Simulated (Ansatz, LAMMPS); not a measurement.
# Electronic structure of Li+ triflate in propylene carbonate and dimethoxyethane at 290 K (166 atoms), part 2 of 2

Aim: energy, forces, charges and density of states of Li+ triflate in propylene carbonate and dimethoxyethane at 290 K (166 atoms) at a fixed geometry.

Ansatz 0.2.0; Kohn-Sham DFT, LDA, PAW (set soft_2), plane waves.

The cell: 42 C, 30 O, 84 H, 2 S, 6 F and 2 Li. The network of contacts between molecules at the start is that of the classical potential that made the cell. The functional has no dispersion term. The density was typed from a rule of thumb and may lie off the real one at this temperature. The Brillouin zone is sampled at Γ only, in a cell whose shortest periodic width is 12 Å.

So far: The starting structure; The classical run that made the cell; Plane-wave single point.

## 3. Plane-wave single point (continued)

Valence density in the bc plane at fractional x = 0.350, with atoms of H and C and O and F and Li within 0.2 Å of it. It is the smooth field of the valence electrons, not physical close to the nuclei.

Ten steps, logarithmic in the rise over the least value, from '0' (0.00 × 1e0 e/Å³) to '9' (9.40 × 1e0 e/Å³), each cell a mean:
```
3221221000001234566775200000134444
5444664200000235665431000000256556
5546886310000123454211100000123455
3335675311000012343321110000001233
2224565543210012355422110000000111
2455666776410013687531000000000001
3576545676420024798631000000000001
2465322343213543465410000000011101
1222100111016873122100000000123210
0000001110003541110000000001234320
0000013321001112221000000001233221
0000024532100112333210000012332211
0000012322100012345432100012221110
0000011221100002356653200000100000
0012332222221013466543210000000000
0024665333431113554322100000000000
0025775322321001222100000000000000
0013554311100000000000000000000000
0134566531000000000000000000000000
0256666531000000000000110000000000
0244443320000000000000000000000000
0011111000000000001221000000000000
0000000000000111125774100000000000
1100000000001223347996200000011111
```
Columns run along b (12.2 Å), rows up along c (12.2 Å). Atoms in or near the plane, at fractional coordinates: H at (0.20, 0.52), H at (0.08, 0.17), C at (0.54, 0.42), H at (0.48, 0.35), C at (0.16, 0.78), H at (0.88, 0.94), O at (0.52, 0.73), C at (0.49, 0.94), F at (0.58, 0.01), Li at (0.39, 0.64).

Mean intrinsic-atomic-orbital charges: C -0.12, F -0.27, H +0.18, Li +0.73, O -0.50, S +2.23 e.

## 4. Local order

Bonds and neighbours are counted at the geometry of the runs.

Density 1.15 g/cm³, 10.95 Å³ an atom.

Pair distribution functions g(r), in bins of 0.2 Å:

```
r (Å)  total   H-H   H-C   H-O   H-F  H-Li   H-S
 1.00   2.02  0.00  7.90  0.00  0.00  0.00  0.00
 1.20   1.78  0.00  6.40  0.00  0.00  0.00  0.00
 1.40   1.48  0.00  0.00  0.00  0.00  0.00  0.00
 1.60   0.35  0.58  0.00  0.00  0.00  0.00  0.00
 1.80   0.97  3.53  0.00  0.00  0.00  0.00  0.00
 2.00   0.76  0.20  0.29  3.11  0.00  0.00  0.00
 2.20   1.32  0.58  1.99  1.70  0.00  0.00  0.00
 2.40   0.95  1.39  0.35  0.44  1.25  0.70  0.00
 2.60   0.99  1.15  1.20  0.97  1.48  0.00  0.00
 2.80   0.74  0.96  0.55  1.14  0.56  1.66  0.00
 3.00   0.75  1.00  0.70  0.95  0.32  0.51  0.47
 3.20   0.91  0.88  1.04  1.38  0.57  0.81  0.40
 3.40   0.95  0.88  1.08  0.93  1.00  2.62  0.78
 3.60   0.93  0.84  0.92  0.73  0.89  2.71  2.37
 3.80   0.93  0.83  1.00  0.86  1.30  2.67  0.61
 4.00   1.03  1.13  1.14  0.69  1.33  1.60  1.60
 4.20   1.01  0.95  1.07  1.22  0.65  0.50  1.73
 4.40   1.03  1.20  0.79  1.08  0.97  0.46  1.97
 4.60   0.99  1.00  1.02  1.23  0.81  0.61  0.81
 4.80   1.02  0.95  0.95  1.38  0.87  0.38  0.57
 5.00   1.06  0.93  1.14  1.06  1.03  0.51  1.54
 5.20   1.06  0.97  1.11  0.95  1.55  0.64  2.21
 5.40   1.02  0.96  0.95  1.01  1.24  1.31  1.05
 5.60   1.07  0.94  1.00  1.13  0.91  0.84  1.24
 5.80   1.02  0.99  0.95  1.06  1.28  0.89  1.14
 6.00   0.97  0.94  1.10  0.94  1.28  1.79  0.83
```

Bonds by pair of elements; cutoffs follow the first minimum of g(r), held within bounds set by covalent radii, and pairs that aren't listed don't count as bonded:

```
pair A-B  cutoff (Å)  bonds  mean length (Å)  spread (Å)  shortest (Å)  B about A  A about B
     H-C        1.34     84             1.10       0.031          1.03          1          2
     C-C        1.85     14             1.51       0.027          1.46      0.667      0.667
     C-O        1.73     44             1.40       0.068          1.20       1.05       1.47
     C-F        1.62      6             1.37       0.015          1.35      0.143          1
     C-S        2.21      2             1.83       0.006          1.82      0.048          1
    O-Li        2.58     10             2.02       0.119          1.81      0.333          5
     O-S        1.88      6             1.46       0.016          1.43        0.2          3
```

How many atoms have how many bonded neighbours:

```
element  mean   1   2  3   4  5
      C  3.90   0   0  4  38  0
      F     1   6   0  0   0  0
      H     1  84   0  0   0  0
     Li     5   0   0  0   0  2
      O     2   7  16  7   0  0
      S     4   0   0  0   2  0
```

Bond angles, per cent of each kind in bins of 5°:

```
angle (°)  H-C-O  H-C-H  C-C-H  C-C-O  C-O-C
   95–100    0.0    3.1    0.0    4.2    0.0
  100–105    8.3   23.4    3.9   25.0   20.0
  105–110   43.1   28.1   36.5   45.8   50.0
  110–115   44.4   37.5   50.0   25.0   30.0
  115–120    4.2    6.2    9.6    0.0    0.0
  120–125    0.0    1.6    0.0    0.0    0.0
```

Bond angles (no mean is given where the spread exceeds 20°):

```
angle  count  mean (°)  spread (°)
H-C-O     72       110         3.3
H-C-H     64       109         4.4
C-C-H     52       111         3.4
C-C-O     24       107         4.1
C-O-C     20       108         3.4
```

Bond length by coordination (bonds to H left out):

```
element  coordination  atoms  mean bond length (Å)
      C             3      4                  1.31
      C             4     38                  1.47
      O             1      7                  1.39
      O             2     16                  1.46
      O             3      7                  1.63
```

Rings of the network by King's shortest-path rule, up to 12 atoms, one path for each pair of neighbours; H, halogens, alkali and alkaline-earth atoms are left out, and the last column divides by all other atoms, bonded or not:

```
ring size (atoms)  rings  per network atom
                5      4             0.054
```

By these cutoffs 90 % of C atoms have 4, all F atoms have 1, all H atoms have 1 and all Li atoms have 5 bonded neighbours. The H-C-O angle averages 110° with a spread of 3°. All rings counted have 5 atoms.

Local excerpt of 12 atoms (numbers count through the whole input) about C111, which bears the longest force; x, y, z are measured from there.

```
atom      x      y      z  distance (Å)  bonds  intrinsic-atomic-orbital charge (e)     Fx     Fy  Fz (eV/Å)
C111   0.00   0.00   0.00          0.00      4                                 0.03   0.26  -4.24       1.92
H120  -0.65  -0.14   0.87          1.09      1                                 0.21  -0.86   0.53       0.01
O116   0.40   1.27  -0.14          1.34      2                                -0.28   1.10   1.82      -1.37
C112  -0.60  -0.37  -1.30          1.48      4                                -0.15  -0.21  -0.04      -0.71
C110   1.14  -0.99   0.31          1.54      4                                -0.56   1.32   1.71      -1.49
H122  -1.61   0.04  -1.33          2.09      1                                 0.21  -0.64  -0.02      -0.41
H119   1.74  -0.98  -0.65          2.10      1                                 0.16  -0.06  -0.44       0.69
C114   0.64   1.47  -1.45          2.16      3                                 0.63  -0.09   2.34      -1.76
H118   0.78  -1.98   0.51          2.19      1                                 0.21  -0.31  -0.57       0.17
H121  -0.57  -1.45  -1.56          2.21      1                                 0.19  -0.02   0.45       0.06
H117   1.85  -0.63   1.10          2.24      1                                 0.18  -0.50  -0.08      -0.07
O113   0.20   0.41  -2.25          2.29      2                                -0.35   0.31   0.97       2.27
```

The column of bonds counts only the pairs H-C within 1.34 Å, C-C within 1.85 Å, C-O within 1.73 Å, C-F within 1.62 Å, C-S within 2.21 Å, O-Li within 2.58 Å, O-S within 1.88 Å; other neighbours, such as metal atoms beside each other in a compound, aren't counted, and periodic images can show an atom twice.

## 5. Outcome

* free energy per atom: -211.2043 eV/atom
* pressure: -1.112 GPa
* r.m.s. force component: 0.9846 eV/Å
* gap (highest filled to lowest empty level): 3.962 eV
* wall time of the 1 DFT run: 8.2 s

In words: Between filled and empty levels lie 3.96 eV (at Γ alone); a local or semilocal functional tends to put such gaps too low. In a disordered cell it changes from sample to sample and from frame to frame. By these cutoffs 90 % of C atoms have 4, all F atoms have 1, all H atoms have 1 and all Li atoms have 5 bonded neighbours.

What to keep in mind: The force components of 0.98 eV/Å r.m.s. reflect the temperature of the frame as well as the gap between the generating potential and DFT, above all in bond lengths inside molecules. The pressure of a single frame lacks the kinetic term.

[Logs are printed without paths, hosts, clocks, repeated set-up lines and the standing remarks that a program may print on its own settings, such as how far it seeks lower states.]

[Hosts, paths, dates, database ids (printed as entryN), source tags and the programs' standing remarks are cut or masked in the printed files.]
